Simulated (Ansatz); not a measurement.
**SnI4O12 (P-1): converging the G0W0 gap**

How do accuracy and time trade against each other in G0W0 on SnI4O12 (P-1)?

Calculated with Ansatz 0.2.0; G0W0 on PBE, plane waves, PAW; PAW set soft_1.

### Step 1. The starting structure

The cell holds 17 atoms: 1 Sn, 4 I and 12 O. Its edges and angles: a = 5.058 Å, b = 6.281 Å, c = 8.386 Å, α = 87.7°, β = 88.6°, γ = 89.0°. It derives from SnI4O12.

Geometry: measured cell, ions relaxed with PBE. The runs that relaxed it are not among those shown. Spin-orbit coupling is left out unless a step names it.

### Step 2. 164 empty bands, screening to 42 eV

G0W0 replaces the xc potential by the self-energy, built once from these orbitals. Only a window of levels is corrected, while the sums run over the empty bands that the input names. This step takes PAW set soft_1 files.

input.yaml reads:

```yaml
crystal:
  lattice:
    - [5.0576, 0.0, 0.0]
    - [0.1062173362, 6.279901792, 0.0]
    - [0.1980229617, 0.3361895656, 8.3774187989]
  atoms:
    - { symbol: Sn, position: [0.0, 0.0, 0.5] }
    - { symbol: I, position: [0.5061148231, 0.7764667496, 0.237035738] }
    - { symbol: I, position: [0.4938851769, 0.2235332504, 0.762964262] }
    - { symbol: I, position: [0.9806449621, 0.6993687757, 0.8436912468] }
    - { symbol: I, position: [0.0193550379, 0.3006312243, 0.1563087532] }
    - { symbol: O, position: [0.782882709, 0.9590566929, 0.2966559641] }
    - { symbol: O, position: [0.217117291, 0.0409433071, 0.7033440359] }
    - { symbol: O, position: [0.3031160215, 0.7954234777, 0.4238411328] }
    - { symbol: O, position: [0.6968839785, 0.2045765223, 0.5761588672] }
    - { symbol: O, position: [0.8472236491, 0.7454330787, 0.6369154755] }
    - { symbol: O, position: [0.1527763509, 0.2545669213, 0.3630845245] }
    - { symbol: O, position: [0.8260917482, 0.4351970098, 0.8854019874] }
    - { symbol: O, position: [0.1739082518, 0.5648029902, 0.1145980126] }
    - { symbol: O, position: [0.6674548844, 0.5288324017, 0.2906575423] }
    - { symbol: O, position: [0.3325451156, 0.4711675983, 0.7093424577] }
    - { symbol: O, position: [0.7314164081, 0.8620142688, 0.9456220245] }
    - { symbol: O, position: [0.2685835919, 0.1379857312, 0.0543779755] }
kpoints:
  mp_grid: { grid: [4, 2, 2] }
hamiltonian:
  xc: pbe
  pseudopotentials: { kind: paw, azcp: { folder: soft_1 } }
scf:
  occupations: { method: fixed }
gw:
  n_empty_bands: 164
  ecut_chi: 42
  qp_bands: [v4, c4]
  qp_kpoints: band_edges
  screening: { model: contour_deformation }
```

Command:

```console
ansatz run input.yaml --threads 2 --pin off --max-ram 92160MiB --backend cuda --events-out ev --progress --plain --runs-dir out --devices 1 --max-vram 13GiB
```

Numbers of over 12 decimals in the logs are rounded to 6 here.

Output:

```text
GPUs: using 1 of 1 available (devices: 1).
Engine: ansatz 0.2.0, x86_64-unknown-linux-gnu
Pseudopotentials: kind: paw
Pseudopotential: Sn, paw, valence charge 14, recommended cutoff 420 eV (normal), soft_1/Sn.paw.azcp
Pseudopotential: I, paw, valence charge 17, recommended cutoff 420 eV (normal), soft_1/I.paw.azcp
Pseudopotential: O, paw, valence charge 6, recommended cutoff 420 eV (normal), soft_1/O.paw.azcp
Functional definition: PBE
  parameter kappa = 0.804
  parameter beta = 0.066725
  exchange = pbe_x(kappa = kappa, mu = beta*pi^2/3)
  correlation = pbe_c(beta = beta)
device memory: the entry about to start is reckoned to put 3.3 GiB on a device that reports 59.6 GiB free (of which the cap on the GPU budget leaves the run 13.0 GiB)
GPU FFT provider: cuFFT
GPU libraries: cuBLAS 13.8.2, cuFFT 12.4.0, cuSOLVER 12.3.4
Crystal: 17 atoms, lattice volume = 266.077 Å³
Basis set: ecut = 420 eV, 5213 PW (Γ)
Bands: 94, of which v1, the nominal top of the filled ones, is band 77 counted from 1 (76 counted from 0)
Symmetry: 2 space group operations
Space group: P-1 (ITA 2), of the structure as read, at distance tolerance 6.4e-5 Å
k-points: 12 of 16
Non-local potential: Sn, projectors of the file, l = 0: 2, l = 1: 2, l = 2: 2, l = 3: 1
Non-local potential: I, projectors of the file, l = 0: 2, l = 1: 2, l = 2: 2, l = 3: 1
Non-local potential: O, projectors of the file, l = 0: 2, l = 1: 2, l = 2: 1
PAW form: soft (Blöchl's): semilocal exchange-correlation on the pseudo side does not see the compensation charge
PAW one-centre angular grid: Sn, 590 points (default); XC on 64 Gauss nodes
PAW one-centre angular grid: I, 590 points (default); XC on 64 Gauss nodes
PAW one-centre angular grid: O, 110 points (default); XC on 64 Gauss nodes
Initial density: superposition of atomic densities (chi_scale 0.1, normalization cell, long waves kept (reshape's long-wave potential 0.29 eV rms))
Initial wavefunctions: pseudopotential atomic-orbital guess
GPU buffer pool allocated for 97200 grid points (all kernels)
GPU transforms: local potential and band sums: pruned to the plane-wave sphere, on 36×45×60
Functional: x = pbe(κ = 0.804, μ = 0.219515), c = pbe(β = 0.066725)
SCF iter   1: F=—  HF=-42874.583430 eV  |F-HF|=—  |Δ(HF+E_count)|=         —  Δρ=1.09e-1  dr2=4.16e1  ethr=3.10e-3  ⟨swp⟩=5.0  Hψ=4304  notcnv=0  defer=163
preconditioner: auto → Resta (q_TF=auto, 2.491 Å⁻¹)  ε∞=3.6  [insulator: Δε(μ)=2.293 eV  Ē_g=15.112 eV  n_scr=68 (ndim 8)  ℏωp=24.3 eV  f_vac=0.100  ε∞_Penn≈3.6]
SCF iter   2: F=—  HF=-42864.680884 eV  |F-HF|=—  |Δ(HF+E_count)|=    9.90e0  Δρ=4.53e-2  dr2=3.10e0  ethr=3.10e-3  ⟨swp⟩=4.0  Hψ=2174  notcnv=0  defer=175
SCF iter   3: F=—  HF=-42864.008928 eV  |F-HF|=—  |Δ(HF+E_count)|=   6.72e-1  Δρ=1.93e-2  dr2=7.45e-1  ethr=2.01e-3  ⟨swp⟩=2.6  Hψ=1768  notcnv=0  defer=160
SCF iter   4: F=—  HF=-42863.912877 eV  |F-HF|=—  |Δ(HF+E_count)|=   9.61e-2  Δρ=7.71e-3  dr2=1.31e-1  ethr=4.84e-4  ⟨swp⟩=3.0  Hψ=1486  notcnv=0  defer=179
SCF iter   5: F=—  HF=-42863.904081 eV  |F-HF|=—  |Δ(HF+E_count)|=   8.80e-3  Δρ=3.13e-3  dr2=2.10e-2  ethr=8.48e-5  ⟨swp⟩=2.9  Hψ=1622  notcnv=0  defer=180
SCF iter   6: F=—  HF=-42863.906342 eV  |F-HF|=—  |Δ(HF+E_count)|=   2.26e-3  Δρ=8.31e-4  dr2=1.74e-3  ethr=1.36e-5  ⟨swp⟩=2.8  Hψ=1639  notcnv=0  defer=180
SCF iter   7: F=—  HF=-42863.907630 eV  |F-HF|=—  |Δ(HF+E_count)|=   1.29e-3  Δρ=4.75e-4  dr2=5.62e-4  ethr=1.13e-6  ⟨swp⟩=2.0  Hψ=1546  notcnv=0  defer=180
SCF iter   8: F=—  HF=-42863.907683 eV  |F-HF|=—  |Δ(HF+E_count)|=   5.30e-5  Δρ=1.46e-4  dr2=5.32e-5  ethr=3.65e-7  ⟨swp⟩=2.0  Hψ=1527  notcnv=0  defer=180
SCF iter   9: F=—  HF=-42863.907729 eV  |F-HF|=—  |Δ(HF+E_count)|=   4.58e-5  Δρ=5.95e-5  dr2=9.88e-6  ethr=3.45e-8  ⟨swp⟩=2.0  Hψ=1541  notcnv=0  defer=180
SCF iter  10: F=—  HF=-42863.907734 eV  |F-HF|=—  |Δ(HF+E_count)|=   5.17e-6  Δρ=3.51e-5  dr2=3.23e-6  ethr=6.42e-9  ⟨swp⟩=2.0  Hψ=1552  notcnv=0  defer=180
SCF iter  11: F=—  HF=-42863.907735 eV  |F-HF|=—  |Δ(HF+E_count)|=   5.91e-7  Δρ=1.01e-5  dr2=2.81e-7  ethr=2.10e-9  ⟨swp⟩=2.0  Hψ=1390  notcnv=0  defer=180
SCF iter  12: F=—  HF=-42863.907735 eV  |F-HF|=—  |Δ(HF+E_count)|=   3.42e-7  Δρ=9.13e-6  dr2=2.12e-7  ethr=6.49e-11  ⟨swp⟩=16.7  Hψ=6109  notcnv=0
SCF iter  13: F=-42863.907735 eV  HF=-42863.907735 eV  |F-HF|=5.17e-9  |Δ(HF+E_count)|=   1.25e-9  Δρ=1.22e-6  dr2=4.06e-9  ethr=6.49e-11  ⟨swp⟩=1.1  Hψ=2684  notcnv=0
SCF 1 converged in 13 iterations: F = -42863.907735 eV  dr2 = 4.06e-9
  greatest PAW one-centre occupation: 0.999 electrons in one spin orbital (limit 2), on the I atom at site 2 (counted from 0), in its partial waves of l = 2
device memory: the entry about to start is reckoned to put 3.9 GiB (of the 4.0 GiB reckoned in all, the device holds 0.1 GiB already) on a device that reports 57.2 GiB free (of which the cap on the GPU budget leaves the run 12.9 GiB)
NSCF: frozen V_eff on 12 k-points
the band table was solved once the SCF had ended and its energy, with any forces and stress, was formed, with the checks that follow a solve (4972 applications of the Hamiltonian). They found nothing against the state; the energy, forces and stress were not computed again (output.eigenvalues in the input reference)
device memory: the entry about to start is reckoned to put 3.2 GiB on a device that reports 56.2 GiB free (of which the cap on the GPU budget leaves the run 13.0 GiB)
NSCF: frozen V_eff on 12 k-points
G₀W₀ screening: q 1/12
[... further progress lines ...]
SCF converged after 13 iterations
Free energy (F): -42863.907735 eV
Harris-Foulkes:  -42863.907735 eV  (|F-HF|=5.17e-9)
Internal energy: -42863.907735 eV  (E = F + TS)
E sigma→0 (E₀):  -42863.907735 eV
Fermi energy:    5.862998 eV
--- Per-component energies (eV) ---
  E_band       = -1898.836397
  E_kinetic    = 2833.469640
  E_local      = -14822.924340  (includes V_loc(G=0)·N_el)
  E_nonlocal   = 1198.961836
  E_hartree    = 6302.292421
  E_xc         = -1420.048274
  E_vxc        = -1624.791032  (∫ρ·V_xc dr)
  E_paw        = -25419.612420  (= ΣΔE_a)
  E_vpaw       = -2088.137278  (= ΣTr[D̂ρ^β])
  E_aug_tail   = -0.000168  (compensation charges beyond the density's cutoff)
  E_ewald      = -11536.046432
  E_smearing   = -0.000000  (= −TS)
  E_closure    = 0.000000  (closes the sum)
  Σ components = -42863.907735   (vs F -42863.907735, Δ=0.00e0)
--- Band table (eV; the first three rows and the last of 12) ---
  k-point 0: bands = [... 73 lower, 5.4032, 5.4111, 5.5460, 5.6253, 9.0937, 9.1365, 9.4763, 9.7280, ... 13 higher]
  k-point 1: bands = [... 73 lower, 5.3813, 5.3938, 5.4293, 5.6195, 8.9562, 9.0806, 9.5945, 9.8075, ... 13 higher]
  k-point 2: bands = [... 73 lower, 5.3900, 5.4297, 5.5454, 5.7285, 9.1329, 9.4040, 10.0251, 10.1407, ... 13 higher]
  k-point 11: bands = [... 73 lower, 5.1372, 5.3642, 5.4121, 5.7225, 8.8001, 9.6041, 9.6164, 9.7774, ... 13 higher]
--- G₀W₀: contour deformation, 6 samples at zero and on the imaginary axis and 1 off it, 16 q-points, 164 empty bands' worth ---
  eigenvalues of the whole cell's RPA ε∞ on this k-mesh (on a slab, of 1 + 4πα/V) = 4.0212, 4.6028, 4.6652; static W/v taken at q = 0 is 0.223634
  gw.qp_kpoints: band_edges: 12 of 12 stored k-points solved, in 1 pass; an edge of the gap read off the rows below is read off those points alone
    ik  band        ε_KS         Σx   Σc(E_QP)       V_xc       Z   E_QP_lin       E_QP  E_QP is
     0    74      5.4032   -24.4146     4.0930   -20.1149  0.7476     5.1957     5.1965  root
     0    75      5.4111   -24.8934     4.5329   -20.0896  0.7360     5.1387     5.1402  root
     0    76      5.5460   -26.5227     5.3477   -20.7971  0.7277     5.1649     5.1680  root
     0    77      5.6253   -25.2013     4.4402   -20.5539  0.7419     5.4173     5.4181  root
     0    78      9.0937   -14.8212    -2.7336   -18.9339  0.7921    10.4991    10.4728  root
     0    79      9.1365   -12.6858    -3.1441   -17.1568  0.7976    10.4892    10.4634  root
     0    80      9.4763   -12.6114    -3.0509   -17.0071  0.7904    10.8498    10.8212  root
     0    81      9.7280   -13.9385    -3.0231   -18.3846  0.7890    11.1844    11.1510  root
     1    74      5.3813   -25.4800     4.8991   -20.2437  0.7318     5.0417     5.0441  root
     1    75      5.3938   -25.1974     4.5580   -20.3916  0.7384     5.1448     5.1460  root
     1    76      5.4293   -26.0348     5.0896   -20.5994  0.7292     5.0808     5.0834  root
     1    77      5.6195   -25.3303     4.5367   -20.5687  0.7406     5.3937     5.3946  root
     1    78      8.9562   -14.4144    -2.8120   -18.6120  0.7937    10.3681    10.3418  root
     1    79      9.0806   -13.7377    -2.8450   -17.9106  0.7957    10.4332    10.4085  root
     1    80      9.5945   -13.4488    -3.0619   -17.9077  0.7883    11.0235    10.9915  root
     1    81      9.8075   -12.8067    -3.2732   -17.5134  0.7916    11.2749    11.2409  root
     2    74      5.3900   -25.2970     4.5813   -20.4463  0.7362     5.1191     5.1206  root
     2    75      5.4297   -25.3249     4.7169   -20.3275  0.7333     5.1476     5.1493  root
     2    76      5.5454   -25.3616     4.6225   -20.4776  0.7362     5.2825     5.2839  root
     2    77      5.7285   -24.8985     4.1285   -20.6401  0.7486     5.5984     5.5987  root
     2    78      9.1329   -14.6471    -2.9067   -18.9824  0.7907    10.5920    10.5615  root
     2    79      9.4040   -13.3709    -3.0681   -17.8677  0.7925    10.8652    10.8327  root
     2    80     10.0251   -13.2597    -3.1056   -17.7978  0.7812    11.4956    11.4576  root
     2    81     10.1407   -13.0113    -3.3141   -17.8195  0.7820    11.6790    11.6349  root
[...]
11    74      5.1372   -25.8481     5.3093   -20.1516  0.7187     4.7464     4.7501  root
    11    75      5.3642   -24.4744     4.1656   -20.1026  0.7448     5.1572     5.1580  root
    11    76      5.4121   -25.3669     4.7884   -20.2870  0.7302     5.1188     5.1206  root
    11    77      5.7225   -25.1995     4.2860   -20.7561  0.7431     5.5647     5.5651  root
    11    78      8.8001   -14.6288    -2.7812   -18.8068  0.7942    10.2232    10.1970  root
    11    79      9.6041   -13.5453    -3.1212   -18.1270  0.7883    11.1013    11.0646  root
    11    80      9.6164   -14.0348    -3.0494   -18.5747  0.7881    11.1436    11.1069  root
    11    81      9.7774   -13.6685    -3.0640   -18.1521  0.7862    11.2309    11.1970  root
```

Run time: 25 s. Hardware: 1 × NVIDIA H100 80GB HBM3 (shared by 6 runs) with 2 threads of AMD EPYC 7R13 (Zen 3), shared host; peak memory 1.4 GiB.

The column dr2 measures how far the density is from self-consistency, as an energy; F and HF (Harris–Foulkes) agree once it is small.

Numbers from this step:

| Quantity | Value |
| --- | --- |
| bands summed | 241 |
| RPA ε∞ on this mesh (eigenvalues) | 4.021, 4.603, 4.665 |
| plane waves in the screening matrix | 171 |
| q-points in the mesh | 16 |
| G0W0 gap on the mesh | 4.228 eV |
| k of the valence top | 0, -0.5, -0.5 |
| k of the conduction bottom | 0.25, -0.5, 0 |
| starting gap on the mesh | 2.746 eV |
| Z at the valence top | 0.7510 |
| Z at the conduction bottom | 0.7959 |
| least direct G0W0 gap on the computed points | 4.468 eV |

The gap on the mesh goes from 2.75 eV to 4.23 eV, a correction of +1.48 eV. Between the two edge states, bare exchange in place of the xc potential would open the gap by 8.34 eV, and correlation takes back 6.85 eV.

### Step 3. 465 empty bands, screening to 84 eV

Bands and screening cutoff are moved together, since each hides the error of the other.

Changes to input.yaml since step 2:

```diff
@@ -31,4 +31,4 @@
 gw:
-  n_empty_bands: 164
-  ecut_chi: 42
+  n_empty_bands: 465
+  ecut_chi: 84
   qp_bands: [v4, c4]
```

Output:

```text
GPUs: using 1 of 1 available (devices: 1).
[...]
GPU FFT provider: cuFFT
GPU libraries: cuBLAS 13.8.2, cuFFT 12.4.0, cuSOLVER 12.3.4
Crystal: 17 atoms, lattice volume = 266.077 Å³
Basis set: ecut = 420 eV, 5213 PW (Γ)
Bands: 94, of which v1, the nominal top of the filled ones, is band 77 counted from 1 (76 counted from 0)
Symmetry: 2 space group operations
[...]
k-points: 12 of 16
[...]
GPU buffer pool allocated for 97200 grid points (all kernels)
[...]
SCF iter   1: F=—  HF=-42874.583430 eV  |F-HF|=—  |Δ(HF+E_count)|=         —  Δρ=1.09e-1  dr2=4.16e1  ethr=3.10e-3  ⟨swp⟩=5.0  Hψ=4304  notcnv=0  defer=163
[...]
SCF iter  13: F=-42863.907735 eV  HF=-42863.907735 eV  |F-HF|=5.17e-9  |Δ(HF+E_count)|=   1.25e-9  Δρ=1.22e-6  dr2=4.06e-9  ethr=6.49e-11  ⟨swp⟩=1.1  Hψ=2684  notcnv=0
SCF 1 converged in 13 iterations: F = -42863.907735 eV  dr2 = 4.06e-9
[...]
NSCF: frozen V_eff on 12 k-points
[...]
G₀W₀ screening: q 1/12
[... further progress lines ...]
SCF converged after 13 iterations
Free energy (F): -42863.907735 eV
[...]
Internal energy: -42863.907735 eV  (E = F + TS)
E sigma→0 (E₀):  -42863.907735 eV
Fermi energy:    5.862998 eV
[...]
--- Band table (eV; the first three rows and the last of 12) ---
  k-point 0: bands = [... 73 lower, 5.4032, 5.4111, 5.5460, 5.6253, 9.0937, 9.1365, 9.4763, 9.7280, ... 13 higher]
  k-point 1: bands = [... 73 lower, 5.3813, 5.3938, 5.4293, 5.6195, 8.9562, 9.0806, 9.5945, 9.8075, ... 13 higher]
  k-point 2: bands = [... 73 lower, 5.3900, 5.4297, 5.5454, 5.7285, 9.1329, 9.4040, 10.0251, 10.1407, ... 13 higher]
  k-point 11: bands = [... 73 lower, 5.1372, 5.3642, 5.4121, 5.7225, 8.8001, 9.6041, 9.6164, 9.7774, ... 13 higher]
[...]
0    74      5.4032   -24.4146     3.8996   -20.1149  0.7393     5.0001     5.0031  root
     0    75      5.4111   -24.8934     4.3848   -20.0896  0.7277     4.9885     4.9921  root
     0    76      5.5460   -26.5227     5.2740   -20.7971  0.7195     5.0900     5.0944  root
     0    77      5.6253   -25.2013     4.2792   -20.5539  0.7333     5.2546     5.2571  root
     0    78      9.0937   -14.8212    -3.0370   -18.9339  0.7836    10.1840    10.1693  root
     0    79      9.1365   -12.6858    -3.4579   -17.1568  0.7908    10.1635    10.1496  root
     0    80      9.4763   -12.6114    -3.3560   -17.0071  0.7829    10.5318    10.5160  root
     0    81      9.7280   -13.9385    -3.3394   -18.3846  0.7809    10.8530    10.8346  root
[...]
11    78      8.8001   -14.6288    -3.1146   -18.8068  0.7859     9.8773     9.8635  root
    11    79      9.6041   -13.5453    -3.4722   -18.1270  0.7803    10.7326    10.7134  root
    11    80      9.6164   -14.0348    -3.3820   -18.5747  0.7799    10.7944    10.7742  root
    11    81      9.7774   -13.6685    -3.3578   -18.1521  0.7783    10.9228    10.9032  root
```

It took 37 s on 1 × NVIDIA H100 80GB HBM3 (shared by 6 runs) with 2 threads; peak memory 2.1 GiB.

Numbers from this step:

```yaml
bands_summed: 542
rpa_eps_infinity_on_this_mesh_eigenvalues: 4.018, 4.583, 4.653
plane_waves_in_the_screening_matrix: 459
q_points_in_the_mesh: 16
g0w0_gap_on_the_mesh: 4.088 eV
k_of_the_valence_top: 0, -0.5, -0.5
k_of_the_conduction_bottom: 0.25, -0.5, 0
starting_gap_on_the_mesh: 2.746 eV
z_at_the_valence_top: 0.7418
z_at_the_conduction_bottom: 0.7878
least_direct_g0w0_gap_on_the_computed_points: 4.303 eV
```

Against the run with 4×2×2 mesh, 164 empty bands, screening to 42 eV, PAW set soft_1 files, the gap moves by −0.14 eV.

### Step 4. 1000 empty bands, screening to 140 eV

Changes to input.yaml since step 3:

```diff
@@ -31,4 +31,4 @@
 gw:
-  n_empty_bands: 465
-  ecut_chi: 84
+  n_empty_bands: 1000
+  ecut_chi: 140.0
   qp_bands: [v4, c4]
```

Output:

```text
GPUs: using 1 of 1 available (devices: 1).
[...]
GPU FFT provider: cuFFT
GPU libraries: cuBLAS 13.8.2, cuFFT 12.4.0, cuSOLVER 12.3.4
Crystal: 17 atoms, lattice volume = 266.077 Å³
Basis set: ecut = 420 eV, 5213 PW (Γ)
Bands: 94, of which v1, the nominal top of the filled ones, is band 77 counted from 1 (76 counted from 0)
Symmetry: 2 space group operations
[...]
k-points: 12 of 16
[...]
0    81      9.7280   -13.9385    -3.5783   -18.3846  0.7775    10.6064    10.5957  root
[...]
11    78      8.8001   -14.6288    -3.3548   -18.8068  0.7821     9.6312     9.6233  root
    11    79      9.6041   -13.5453    -3.7228   -18.1270  0.7770    10.4737    10.4629  root
    11    80      9.6164   -14.0348    -3.6315   -18.5747  0.7765    10.5364    10.5248  root
    11    81      9.7774   -13.6685    -3.5912   -18.1521  0.7751    10.6814    10.6698  root
[key lines of the parts left out:]
SCF converged after 13 iterations
Free energy (F): -42863.907735 eV
Fermi energy:    5.862998 eV
```

Run time: 66 s. Hardware: 1 × NVIDIA H100 80GB HBM3 (shared by 6 runs) with 2 threads; peak memory 4 GiB.

This step gave:

| Item | Value |
| --- | --- |
| bands summed | 1077 |
| RPA ε∞ on this mesh (eigenvalues) | 3.982, 4.525, 4.599 |
| plane waves in the screening matrix | 987 |
| G0W0 gap on the mesh | 4.111 eV |
| k of the valence top | 0, -0.5, -0.5 |
| k of the conduction bottom | 0.25, -0.5, 0 |
| starting gap on the mesh | 2.746 eV |
| least direct G0W0 gap on the computed points | 4.315 eV |

Against the run with 4×2×2 mesh, 465 empty bands, screening to 84 eV, PAW set soft_1 files, the gap moves by +0.02 eV.

[end of part 1 of 2]

[Paths, hosts, dates, memory and timing lines, banners, echoed tables and standing remarks are left out of the program output.]

[Logs are printed without paths, hosts, clocks, repeated set-up lines and the standing remarks that a program may print on its own settings, such as how far it seeks lower states.]

[Runs of the session that timed out or met a known fault of the program may be left out.]

[Cells called generated may have been cut or substituted from an entry of the Crystallography Open Database or the Materials Project.]

[Hosts, paths, dates, database ids (printed as entryN), source tags and the programs' standing remarks are cut or masked in the printed files.]
